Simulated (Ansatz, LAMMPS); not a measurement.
## Localised basis functions on rapidly quenched Fe77P23 (at. %) (66 atoms)

Aim: test how closely localised support functions follow the reference on rapidly quenched Fe77P23 (at. %) (66 atoms), and at what cost. A setting counts as converged where the r.m.s. difference of forces stays under 1 % of the r.m.s. force.

Method: Kohn-Sham DFT, PBE, PAW (set soft_2), plane waves, in Ansatz 0.2.0.

## Step 1: The starting structure

The cell holds 66 atoms: 51 Fe and 15 P. Cell: a = 9.652 Å, b = 9.652 Å, c = 9.652 Å, α = 90.0°, β = 90.0°, γ = 90.0°. 66 atoms (51 Fe, 15 P) placed at random at 5.78 g/cm³, melted at 2200 K for 10 ps at fixed volume with the EAM Fe-P potential (Ackland et al., J. Phys.: Condens. Matter 16, S2629 (2004)). Quenched from 2200 K to 300 K at 30 K/ps and zero pressure, held 5 ps.

Before any run, some limits are plain. The quench rate of 30 K/ps is many orders above laboratory rates, so the cell is likely richer in defects and strain than a real sample. The starting topology of bonds comes from the classical model, and needn't be the one that DFT or experiment would give.

## Step 2: The classical run that made the cell

A classical potential supplies the starting structure, since it reaches far longer times than DFT.

This step: classical MD, EAM Fe-P potential (Ackland et al., J. Phys.: Condens. Matter 16, S2629 (2004)) (LAMMPS 22 Jul 2025 - Update 4).

in.lmp reads:

```
# melt-quench of Fe51P15
units metal
atom_style atomic
boundary p p p
region box block 0 9.8358 0 9.8358 0 9.8358
create_box 2 box
mass 1 55.8450   # Fe
mass 2 30.9738   # P
create_atoms 1 random 51 316546 NULL overlap 1.75 maxtry 2000
create_atoms 2 random 15 316553 NULL overlap 1.75 maxtry 2000
pair_style eam/fs
pair_coeff * * FeP_mm.eam.fs Fe P
neigh_modify delay 0 every 1 check yes
thermo_style custom step time temp pe press density
thermo_modify norm yes
timestep 0.002
thermo 100
min_style cg
minimize 1e-4 1e-4 200 2000
reset_timestep 0
velocity all create 2200 316547 mom yes dist gaussian
fix lim all nve/limit 0.05
fix lan all langevin 2200 2200 0.2 316548 zero yes
thermo 500
run 1000 post no
unfix lim
unfix lan
thermo 833
fix md all nvt temp 2200 2200 0.2
run 5000 post no
unfix md
thermo 3166
fix md all npt temp 2200 300 0.2 iso 0 0 2
run 31667 post no
unfix md
thermo 1250
fix md all npt temp 300 300 0.2 iso 0 0 2
run 2500 post no
unfix md
write_dump all custom glass.dump id type xs ys zs modify sort id
```

Run with:

```bash
lmp -in in.lmp -log none -nocite
```

Log:

```text
LAMMPS (22 Jul 2025 - Update 4)
Created orthogonal box = (0 0 0) to (9.8358 9.8358 9.8358)
Created 51 atoms
Created 15 atoms
   Step          Time           Temp          PotEng         Press         Density
         0   0              0             -1.3264533      555104.36      5.7813374
        64   0.128          0             -3.3081633     -55330.045      5.7813374
Loop time of 0.00833413 s on 1 MPI rank(s) for 64 steps with 66 atoms
Minimization stats:
  Stopping criterion = energy tolerance
  Energy initial, next-to-last, final =
     -1.32645329771605  -3.30784029584486  -3.30816334718886
  Force two-norm initial, final = 93.048363 0.67083092
  Iterations, force evaluations = 64 90
   Step          Time           Temp          PotEng         Press         Density
         0   0              2200          -3.3081633     -34581.354      5.7813374
       500   1              1966.1173     -3.0430889      30443.842      5.7813374
[... 5 lines left out ...]
      2499   4.998          2547.8859     -3.0209704      15883.243      5.7813374
      3332   6.664          2039.971      -3.066272       14593.765      5.7813374
      4165   8.33           2584.0393     -3.0606409      66179.948      5.7813374
      4998   9.996          2457.6554     -3.0625908      55795.673      5.7813374
      5831   11.662         2289.1026     -3.0226211      27522.046      5.7813374
[... 1 line left out ...]
Loop time of 0.369519 s on 1 MPI rank(s) for 5000 steps with 66 atoms
   Step          Time           Temp          PotEng         Press         Density
[... 12 lines left out ...]
Loop time of 2.43063 s on 1 MPI rank(s) for 31667 steps with 66 atoms
   Step          Time           Temp          PotEng         Press         Density
     37667   75.334         337.88324     -3.4258764      6540.243       6.1278321
     38750   77.5           303.29713     -3.4334249      8401.1067      6.1912014
     40000   80             307.16416     -3.4269974     -7479.3067      6.1049395
     40167   80.334         286.08376     -3.4125374     -5846.2237      6.1180899
Loop time of 0.199008 s on 1 MPI rank(s) for 2500 steps with 66 atoms
```

Wall time 3.2 s (1 thread of Arm Neoverse V2, shared host); peak memory 0.071 GiB.

## Step 3: Plane-wave single point

The first run uses the default basis; a harder plane-wave run follows as the reference for the support functions.

input.yaml reads:

```yaml
crystal:
  lattice:
    - [9.65192, 0.0, 0.0]
    - [0.0, 9.65192, 0.0]
    - [0.0, 0.0, 9.65192]
  atoms:
    - { symbol: Fe, position: [0.22262, 0.02432, 0.47145], spin: 2.2 }
    - { symbol: Fe, position: [0.72899, 0.3521, 0.12246], spin: 2.2 }
    - { symbol: Fe, position: [0.06449, 0.76246, 0.88377], spin: 2.2 }
    - { symbol: Fe, position: [0.63104, 0.86402, 0.6168], spin: 2.2 }
    - { symbol: Fe, position: [0.42579, 0.04202, 0.00023], spin: 2.2 }
    - { symbol: Fe, position: [0.15818, 0.3337, 0.47381], spin: 2.2 }
    - { symbol: Fe, position: [0.21853, 0.55058, 0.53864], spin: 2.2 }
    - { symbol: Fe, position: [0.72508, 0.57894, 0.63958], spin: 2.2 }
    - { symbol: Fe, position: [0.01725, 0.6604, 0.6382], spin: 2.2 }
    - { symbol: Fe, position: [0.9356, 0.35854, 0.93261], spin: 2.2 }
    - { symbol: Fe, position: [0.64996, 0.0745, 0.14703], spin: 2.2 }
    - { symbol: Fe, position: [0.39294, 0.98896, 0.69986], spin: 2.2 }
    - { symbol: Fe, position: [0.83659, 0.72121, 0.47262], spin: 2.2 }
    - { symbol: Fe, position: [0.20056, 0.02404, 0.88054], spin: 2.2 }
    - { symbol: Fe, position: [0.42886, 0.2038, 0.8065], spin: 2.2 }
    - { symbol: Fe, position: [0.41739, 0.81286, 0.86278], spin: 2.2 }
    - { symbol: Fe, position: [0.65251, 0.73287, 0.84106], spin: 2.2 }
    - { symbol: Fe, position: [0.48923, 0.02303, 0.41093], spin: 2.2 }
    - { symbol: Fe, position: [0.10535, 0.77833, 0.44234], spin: 2.2 }
    - { symbol: Fe, position: [0.05022, 0.55714, 0.33506], spin: 2.2 }
    - { symbol: Fe, position: [0.93374, 0.03195, 0.25863], spin: 2.2 }
    - { symbol: Fe, position: [0.70033, 0.22311, 0.88706], spin: 2.2 }
    - { symbol: Fe, position: [0.2096, 0.28759, 0.91846], spin: 2.2 }
    - { symbol: Fe, position: [0.57245, 0.37444, 0.7372], spin: 2.2 }
    - { symbol: Fe, position: [0.90892, 0.44002, 0.49993], spin: 2.2 }
    - { symbol: Fe, position: [0.62751, 0.97978, 0.85515], spin: 2.2 }
    - { symbol: Fe, position: [0.15475, 0.8829, 0.68482], spin: 2.2 }
    - { symbol: Fe, position: [0.88028, 0.60678, 0.85033], spin: 2.2 }
    - { symbol: Fe, position: [0.48614, 0.62728, 0.68975], spin: 2.2 }
    - { symbol: Fe, position: [0.38892, 0.79214, 0.53919], spin: 2.2 }
    - { symbol: Fe, position: [0.06615, 0.41539, 0.68914], spin: 2.2 }
    - { symbol: Fe, position: [0.39553, 0.20954, 0.54852], spin: 2.2 }
    - { symbol: Fe, position: [0.25435, 0.66191, 0.7504], spin: 2.2 }
    - { symbol: Fe, position: [0.7112, 0.86486, 0.30741], spin: 2.2 }
    - { symbol: Fe, position: [0.67533, 0.49918, 0.91624], spin: 2.2 }
    - { symbol: Fe, position: [0.49199, 0.30345, 0.0194], spin: 2.2 }
    - { symbol: Fe, position: [0.9292, 0.30738, 0.28253], spin: 2.2 }
    - { symbol: Fe, position: [0.98165, 0.18833, 0.5255], spin: 2.2 }
    - { symbol: Fe, position: [0.92836, 0.93394, 0.49043], spin: 2.2 }
    - { symbol: Fe, position: [0.13763, 0.5252, 0.89971], spin: 2.2 }
    - { symbol: Fe, position: [0.74654, 0.0912, 0.40018], spin: 2.2 }
    - { symbol: Fe, position: [0.92419, 0.55642, 0.08818], spin: 2.2 }
    - { symbol: Fe, position: [0.71581, 0.68394, 0.09578], spin: 2.2 }
    - { symbol: Fe, position: [0.50525, 0.43197, 0.50465], spin: 2.2 }
    - { symbol: Fe, position: [0.32044, 0.41234, 0.72568], spin: 2.2 }
    - { symbol: Fe, position: [0.85506, 0.83601, 0.73686], spin: 2.2 }
    - { symbol: Fe, position: [0.93935, 0.76546, 0.24049], spin: 2.2 }
    - { symbol: Fe, position: [0.77851, 0.54384, 0.27787], spin: 2.2 }
    - { symbol: Fe, position: [0.18826, 0.18216, 0.67549], spin: 2.2 }
    - { symbol: Fe, position: [0.84249, 0.87192, 0.01918], spin: 2.2 }
    - { symbol: Fe, position: [0.42021, 0.51755, 0.91159], spin: 2.2 }
    - { symbol: P, position: [0.05864, 0.91347, 0.06695] }
    - { symbol: P, position: [0.30811, 0.84916, 0.32206] }
    - { symbol: P, position: [0.10258, 0.40746, 0.10471] }
    - { symbol: P, position: [0.57638, 0.85655, 0.07624] }
    - { symbol: P, position: [0.12233, 0.1612, 0.30309] }
    - { symbol: P, position: [0.59903, 0.67158, 0.4491] }
    - { symbol: P, position: [0.4206, 0.15085, 0.20434] }
    - { symbol: P, position: [0.54045, 0.52012, 0.13247] }
    - { symbol: P, position: [0.8256, 0.37617, 0.7309] }
    - { symbol: P, position: [0.60501, 0.11403, 0.64647] }
    - { symbol: P, position: [0.97758, 0.05162, 0.73318] }
    - { symbol: P, position: [0.70631, 0.33047, 0.36666] }
    - { symbol: P, position: [0.27495, 0.67106, 0.01041] }
    - { symbol: P, position: [0.8557, 0.16809, 0.0693] }
    - { symbol: P, position: [0.30872, 0.47483, 0.34004] }
magnetization:
  spin_polarized: true
kpoints:
  mp_grid: { grid: [2, 2, 2] }
hamiltonian:
  xc: pbe
scf:
  occupations: { method: methfessel_paxton, width: 0.15 }
  lower_state_search: "off"
output:
  forces: true
  stress: true
  populations: true
  dos:
    method: { smearing: { sigma: 0.1 } }
    de: 0.1
    projected: { site_lists: { Fe: [Fe], P: [P] } }
  eigenvalues: true
  write_density: true
  write_potential: true
  volumetric_format: npy
  elf: true
```

Run with:

```bash
ansatz run input.yaml --threads 8 --pin off --max-ram 15872MiB --backend cpu --events-out ev --progress --plain --runs-dir out
```

Log:

```text
Engine: ansatz 0.2.0, aarch64-unknown-linux-gnu
Pseudopotentials: kind: paw
Pseudopotential: Fe, paw, valence charge 16, recommended cutoff 420 eV (normal), Fe.paw.azcp
Pseudopotential: P, paw, valence charge 5, recommended cutoff 420 eV (normal), P.paw.azcp
[... 5 lines on functional and potentials left out ...]
Crystal: 66 atoms, lattice volume = 899.169 Å³
Basis set: ecut = 420 eV, 17557 PW (Γ), exchange–correlation on 144×144×144 points (8 copies of the dense FFT grid, shifted against one another)
Bands: 602, of which v1, the nominal top of the filled ones, is band 446 counted from 1 (445 counted from 0)
Symmetry: 1 space group operations
Space group: P1 (ITA 1), of the structure as read, at distance tolerance 9.7e-5 Å
Magnetic group: BNS 1.1 (UNI 1), of the structure as read, at distance tolerance 9.7e-5 Å
k-points: 8
[... 5 lines on functional and potentials left out ...]
Initial density: superposition of atomic densities (chi_scale 0.1, normalization cell)
Starting moments: Σ|m| = 112.2 μB on 51 of 66 sites
Initial wavefunctions: pseudopotential atomic-orbital guess
Functional: x = pbe(κ = 0.804, μ = 0.219515), c = pbe(β = 0.066725)
SCF iter   1: F=—  HF=-239850.195479 eV  |F-HF|=—  |Δ(HF+E_count)|=         —  Δρ=6.88e-2 (↑3.58e-2 ↓6.88e-2)  dr2=3.86e2  dr2_m=7.38e0  M=102.023 μB ∫|m|=106.450 μB  β_m=0.30  ethr=3.10e-3  ⟨swp⟩=5.8  Hψ=35084  notcnv=0  defer=80
preconditioner: auto → Kerker (q_TF=auto, 2.724 Å⁻¹)  [metal: Δε(μ)=0.005 eV  Ē_g=6.555 eV  σ=0.150 eV  W_gap=0.03  n_scr=304 (ndim 8)  ℏωp=27.2 eV  f_vac=0.005  D(μ)=71.80/eV (n_scr^D=846)]
spin=Collinear: Kerker preconditioning applied to the charge; magnetization (m = ρ↑ − ρ↓) channel mixes plain (no charge-response kernel on spin).
SCF iter   2: F=—  HF=-239849.126730 eV  |F-HF|=—  |Δ(HF+E_count)|=    1.07e0  S|Δr|=    0.00e0  Δρ=9.86e-2 (↑8.47e-2 ↓9.86e-2)  dr2=3.42e2  dr2_m=8.72e0  M=91.784 μB ∫|m|=96.652 μB  β_m=0.30  ethr=3.10e-3  ⟨swp⟩=3.0  Hψ=16654  notcnv=0  defer=1444
SCF iter   3: F=—  HF=-239844.053674 eV  |F-HF|=—  |Δ(HF+E_count)|=    5.07e0  S|Δr|=    0.00e0  Δρ=7.74e-2 (↑3.98e-2 ↓7.74e-2)  dr2=3.27e2  dr2_m=5.00e0  M=101.283 μB ∫|m|=107.192 μB  β_m=0.30  ethr=3.10e-3  ⟨swp⟩=3.3  Hψ=26078  notcnv=0  defer=1430
SCF iter   4: F=—  HF=-239833.704357 eV  |F-HF|=—  |Δ(HF+E_count)|=    1.03e1  S|Δr|=    0.00e0  Δρ=4.45e-2 (↑2.76e-2 ↓4.45e-2)  dr2=7.15e1  dr2_m=2.73e0  M=102.830 μB ∫|m|=109.068 μB  β_m=0.30  ethr=3.10e-3  ⟨swp⟩=3.7  Hψ=20585  notcnv=0  defer=1429
SCF iter   5: F=—  HF=-239832.756646 eV  |F-HF|=—  |Δ(HF+E_count)|=   9.48e-1  S|Δr|=    0.00e0  Δρ=4.58e-2 (↑2.87e-2 ↓4.58e-2)  dr2=5.59e1  dr2_m=2.41e0  M=102.983 μB ∫|m|=109.594 μB  β_m=0.30  ethr=3.10e-3  ⟨swp⟩=2.9  Hψ=17091  notcnv=0  defer=1396
SCF iter   6: F=—  HF=-239830.919044 eV  |F-HF|=—  |Δ(HF+E_count)|=    1.84e0  S|Δr|=    0.00e0  Δρ=1.71e-2 (↑1.71e-2 ↓1.69e-2)  dr2=4.56e0  dr2_m=1.67e0  M=105.195 μB ∫|m|=112.100 μB  β_m=0.30  ethr=3.10e-3  ⟨swp⟩=3.2  Hψ=11027  notcnv=0  defer=1396
SCF iter   7: F=—  HF=-239831.113689 eV  |F-HF|=—  |Δ(HF+E_count)|=   1.95e-1  S|Δr|=    0.00e0  Δρ=1.70e-2 (↑1.55e-2 ↓1.70e-2)  dr2=5.28e0  dr2_m=1.33e0  M=105.864 μB ∫|m|=113.145 μB  β_m=0.30  ethr=5.12e-4  ⟨swp⟩=2.4  Hψ=10930  notcnv=0  defer=1399
SCF iter   8: F=—  HF=-239831.007923 eV  |F-HF|=—  |Δ(HF+E_count)|=   1.06e-1  S|Δr|=    0.00e0  Δρ=1.34e-2 (↑1.34e-2 ↓1.31e-2)  dr2=3.64e0  dr2_m=9.08e-1  M=106.476 μB ∫|m|=114.089 μB  β_m=0.30  ethr=5.12e-4  ⟨swp⟩=2.6  Hψ=13567  notcnv=0  defer=1399
SCF iter   9: F=—  HF=-239831.053367 eV  |F-HF|=—  |Δ(HF+E_count)|=   4.54e-2  S|Δr|=    0.00e0  Δρ=1.04e-2 (↑1.04e-2 ↓1.01e-2)  dr2=5.65e-1  dr2_m=7.67e-1  M=107.279 μB ∫|m|=115.146 μB  β_m=0.30  ethr=4.08e-4  ⟨swp⟩=2.1  Hψ=10372  notcnv=0  defer=1396
SCF iter  10: F=—  HF=-239831.135133 eV  |F-HF|=—  |Δ(HF+E_count)|=   8.18e-2  S|Δr|=    0.00e0  Δρ=8.79e-3 (↑8.66e-3 ↓8.79e-3)  dr2=3.31e-1  dr2_m=5.75e-1  M=107.810 μB ∫|m|=115.866 μB  β_m=0.30  ethr=6.34e-5  ⟨swp⟩=1.4  Hψ=8794  notcnv=0  defer=1392
[...]
spin-set hold released at iteration 13 (site moments contracting): the magnetisation degrees of freedom join the quasi-Newton model from the next iteration; the mixer history was flushed
[...]
SCF iter  32: F=—  HF=-239831.402818 eV  |F-HF|=—  |Δ(HF+E_count)|=   1.29e-6  S|Δr|=    0.00e0  Δρ=2.40e-5 (↑2.28e-5 ↓2.40e-5)  dr2=1.74e-5  dr2_m=1.29e-6  M=112.161 μB ∫|m|=121.242 μB  β_m=0.32  ethr=4.99e-10  ⟨swp⟩=2.0  Hψ=11742  notcnv=0  defer=1395
SCF iter  33: F=—  HF=-239831.402817 eV  |F-HF|=—  |Δ(HF+E_count)|=   2.05e-7  S|Δr|=    0.00e0  Δρ=1.82e-5 (↑1.04e-5 ↓1.82e-5)  dr2=5.37e-6  dr2_m=8.23e-7  M=112.160 μB ∫|m|=121.240 μB  β_m=0.35  ethr=4.99e-10  ⟨swp⟩=2.0  Hψ=13391  notcnv=0  defer=1395
SCF iter  34: F=—  HF=-239831.402818 eV  |F-HF|=—  |Δ(HF+E_count)|=   4.89e-7  S|Δr|=    0.00e0  Δρ=2.22e-5 (↑1.20e-5 ↓2.22e-5)  dr2=1.07e-5  dr2_m=6.04e-7  M=112.160 μB ∫|m|=121.241 μB  β_m=0.27  ethr=4.99e-10  ⟨swp⟩=2.0  Hψ=10679  notcnv=0  defer=1395
SCF iter  35: F=—  HF=-239831.402818 eV  |F-HF|=—  |Δ(HF+E_count)|=   3.34e-7  S|Δr|=    0.00e0  Δρ=9.98e-6 (↑7.37e-6 ↓9.98e-6)  dr2=1.83e-6  dr2_m=3.11e-7  M=112.161 μB ∫|m|=121.242 μB  β_m=0.27  ethr=4.99e-10  ⟨swp⟩=1.9  Hψ=10007  notcnv=0  defer=1395
SCF iter  36: F=—  HF=-239831.402818 eV  |F-HF|=—  |Δ(HF+E_count)|=   1.94e-7  S|Δr|=    0.00e0  Δρ=1.04e-5 (↑7.47e-6 ↓1.04e-5)  dr2=2.99e-6  dr2_m=1.46e-7  M=112.163 μB ∫|m|=121.244 μB  β_m=0.22  ethr=2.05e-10  ⟨swp⟩=2.0  Hψ=10804  notcnv=0  defer=1395
SCF iter  37: F=—  HF=-239831.402818 eV  |F-HF|=—  |Δ(HF+E_count)|=   7.65e-8  S|Δr|=    0.00e0  Δρ=4.25e-6 (↑3.14e-6 ↓4.25e-6)  dr2=3.30e-7  dr2_m=6.73e-8  M=112.163 μB ∫|m|=121.244 μB  β_m=0.30  ethr=2.05e-10  ⟨swp⟩=1.3  Hψ=8273  notcnv=0  defer=1395
SCF iter  38: F=—  HF=-239831.402818 eV  |F-HF|=—  |Δ(HF+E_count)|=   8.50e-9  S|Δr|=    0.00e0  Δρ=3.61e-6 (↑3.61e-6 ↓2.93e-6)  dr2=2.53e-7  dr2_m=4.05e-8  M=112.164 μB ∫|m|=121.244 μB  β_m=0.35  ethr=3.70e-11  ⟨swp⟩=2.0  Hψ=8904  notcnv=0  defer=1395
SCF iter  39: F=—  HF=-239831.402818 eV  |F-HF|=—  |Δ(HF+E_count)|=   3.05e-8  S|Δr|=    0.00e0  Δρ=6.61e-6 (↑2.85e-6 ↓6.61e-6)  dr2=9.55e-7  dr2_m=5.04e-8  M=112.164 μB ∫|m|=121.244 μB  β_m=0.27  ethr=2.84e-11  ⟨swp⟩=2.0  Hψ=13236  notcnv=0  defer=1395  recentre
SCF iter  40: F=—  HF=-239831.402818 eV  |F-HF|=—  |Δ(HF+E_count)|=   2.88e-8  S|Δr|=    0.00e0  Δρ=2.94e-6 (↑2.94e-6 ↓2.65e-6)  dr2=2.25e-7  dr2_m=2.73e-8  M=112.164 μB ∫|m|=121.245 μB  β_m=0.28  ethr=2.84e-11  ⟨swp⟩=2.0  Hψ=11144  notcnv=0  defer=1395
SCF iter  41: F=-239831.402818 eV  HF=-239831.402818 eV  |F-HF|=8.45e-8  |Δ(HF+E_count)|=  1.16e-10  S|Δr|=    0.00e0  Δρ=2.41e-6 (↑1.48e-6 ↓2.41e-6)  dr2=9.24e-8  dr2_m=1.70e-8  M=112.164 μB ∫|m|=121.245 μB  ethr=1.12e-11  ⟨swp⟩=13.9  Hψ=67005  notcnv=0
SCF 1 converged in 41 iterations: F = -239831.402818 eV  dr2 = 9.24e-8
  greatest PAW one-centre occupation: 1.002 electrons in one spin orbital (limit 2), on the Fe atom at site 43 (counted from 0), in its partial waves of l = 1
this state was not tested for a lower state beside it, because cold or Methfessel-Paxton smearing, or corrected tetrahedra, fill the levels in a way that the test cannot read (fill_not_monotonic; see scf.lower_state_search)
SCF converged after 41 iterations
Magnetization: 112.1639 μB (501.5819 up, 389.4181 down)
Absolute magnetization: 121.2569 μB (∫|ρ↑−ρ↓|, with the PAW one-centre terms)
Spin contamination: 2.8787 ħ² per cell (⟨S²⟩ above its minimum at these occupations)
Per-site moments (μB) at R_I (Å): [(2.271732, 0.951711), (1.864226, 0.914349), (1.983904, 0.945477), (2.526063, 1.007722), (2.016430, 0.921178), (1.920767, [...]
Free energy (F): -239831.402818 eV
Harris-Foulkes:  -239831.402818 eV  (|F-HF|=8.45e-8)
Internal energy: -239831.413191 eV  (E = F + TS)
E sigma→0 (E₀):  -239831.405411 eV
Entropy (-TS):   0.010373 eV (0.157 meV/atom)
Fermi energy:    14.208126 eV
Step filling:    the computed levels leave a gap of 0.0000 eV = 0.0 smearing widths at the electron count; against every level under it full and every level over it empty, smearing changes F+E_penalty+E_count by +2.786 meV and its σ→0 estimate by +0.192 meV
--- Per-component energies (eV) ---
  E_band       = -13843.178352
  E_kinetic    = 18899.239464
  E_local      = -168996.870553  (includes V_loc(G=0)·N_el)
  E_nonlocal   = 11709.787369
  E_hartree    = 74289.919773
  E_xc         = -6904.358268
  E_vxc        = -8613.428910  (∫ρ·V_xc dr)
  E_paw        = -78261.468547  (= ΣΔE_a)
  E_vpaw       = -15421.784391  (= ΣTr[D̂ρ^β])
  E_aug_tail   = 0.043897  (compensation charges beyond the density's cutoff)
  E_ewald      = -90567.706326
  E_smearing   = 0.010373  (= −TS)
  E_closure    = -0.000000  (closes the sum)
  Σ components = -239831.402818   (vs F -239831.402818, Δ=0.00e0)
--- Forces (eV/Å), atoms counted from 1 ---
  atom   1  Fe    -0.16306081    -0.17780182    -0.38810607
  atom   2  Fe    -0.71699591     0.64103469     0.53833795
  atom   3  Fe     0.03995925     0.70447572     1.20038590
  atom   4  Fe    -0.16129958    -0.24363286    -0.76277852
  atom   5  Fe     0.05440827    -0.27912173    -0.05306957
  atom   6  Fe     1.03983386    -0.62945415    -1.22653497
  atom   7  Fe     1.08744665     1.19666450    -0.63496366
  atom   8  Fe     0.18934155    -0.31774477     0.31771008
  atom   9  Fe    -0.44099106     0.18776121    -0.19423362
  atom  10  Fe    -0.30996706    -0.78176885     0.40458667
  atom  11  Fe    -0.15657512     0.10242993     0.10286549
  atom  12  Fe     0.14617892     0.12355992    -0.89427031
  atom  13  Fe     0.01377617    -1.09914001    -0.29420743
  atom  14  Fe    -0.20802067    -0.00879513     0.45709741
[...]
atom  65  P      0.16777133    -0.14757522    -0.09628543
  atom  66  P     -0.33425105    -0.36948838     0.62116531
  max |Σ_I F_I| component: 5.58e-5 eV/Å
--- Stress (GPa, compression-positive) ---
       -5.921339       0.357960       0.690031
        0.357960      -2.096079      -0.368658
        0.690031      -0.368657      -6.474658
  P = ⅓ Tr σ = -4.8307 GPa (-48.307 kbar)
--- Band table (eV; the first three rows and the last of 16) ---
  k-point 0 ↑: bands = ["-74.2729", "-74.2089", "-74.1856", "-74.1634", [... 586 levels ...], "22.0812", "22.1169", "22.1666", "22.2569", "22.3022", "22.4383", "22.5013", "22.5313", "22.5962", "22.6537", "22.7352", "22.7803"]
[...]
--- Löwdin populations: 66 sites ---
  site symbol       q [e]    m [muB]
     0     Fe     15.6490     2.3346
     1     Fe     15.6765     1.9505
     2     Fe     15.7147     2.0408
[...]
65      P      5.3037    -0.2978
  spilling = 0.012191 (of n_electrons = 891.000000)
```

Wall time 7.7 min (8 threads of Arm Neoverse V2, shared host); peak memory 11 GiB.

In the SCF lines HF is the Harris–Foulkes energy and dr2 the Hartree energy of the density residual, in eV; the loop may stop once dr2 is under the threshold and the program's other checks hold. Hψ counts applications of the Hamiltonian.

The program notes that it cut back its work space to fit the memory limit and the stability of the SCF solution was not settled.

Numbers from this run:

```
free energy                             : -239831.4028 eV
free energy per atom                    : -3633.8091 eV/atom
SCF cycles                              : 41
pressure                                : -4.831 GPa
r.m.s. force component                  : 0.6054 eV/Å
longest force                           : 2.184 eV/Å
Fermi energy                            : 14.21 eV
levels partly filled by over 2 per cent : 122
total moment                            : 112.2 μB
absolute moment                         : 121.3 μB
spilling of the projection              : 0.01219
```

The r.m.s. force component of 0.61 eV/Å sets the scale for the differences below.

(Part 1 of 3 ends here.)

[Long decimals in the printed logs are rounded to 6 places.]

[Logs are printed without paths, hosts, clocks, repeated set-up lines and the standing remarks that a program may print on its own settings, such as how far it seeks lower states.]

[Hosts, paths, dates, database ids (printed as entryN), source tags and the programs' standing remarks are cut or masked in the printed files.]
